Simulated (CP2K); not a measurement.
Two runs for the Cl L₂,₃ edge of 1,2-dichloroethane. Run A: CP2K XAS_TDP, all-electron GAPW, PBEh(45%), aug-pc-1, TDA, ZORA, spin–orbit coupling. Run B differs in one setting.

First lines with a strength over 0.0003. A:

| atom | energy (eV) | states | strength, one atom |
| --- | --- | --- | --- |
| Cl1 (bonded to C), 2 alike | 198.76 | 2 | 0.0064 |
|  | 200.27 | 2 | 0.0042 |
|  | 201.20 | 2 | 0.0009 |
|  | 201.32 | 3 | 0.0005 |
|  | 201.35 | 1 | 0.0011 |

B:

| atom | energy (eV) | states | strength, one atom |
| --- | --- | --- | --- |
| Cl1 (bonded to C), 2 alike | 194.44 | 2 | 0.0004 |
|  | 194.56 | 2 | 0.0053 |
|  | 195.92 | 4 | 0.0004 |
|  | 196.07 | 2 | 0.0020 |
|  | 196.11 | 3 | 0.0027 |

Which was it: the basis, GW2X switched on, the functional?

The functional (functional from PBEh(45%) to PBE0; the lines alone don't name the new value). A functional moves all lines by electronvolts and changes their spacings and strengths. The lowest line over the strength cut lies at 194.44 eV, against 198.76 eV (PBEh(45%), aug-pc-1).

[Hosts, paths, dates, database ids (printed as entryN), source tags and the programs' standing remarks are cut or masked in the printed files.]
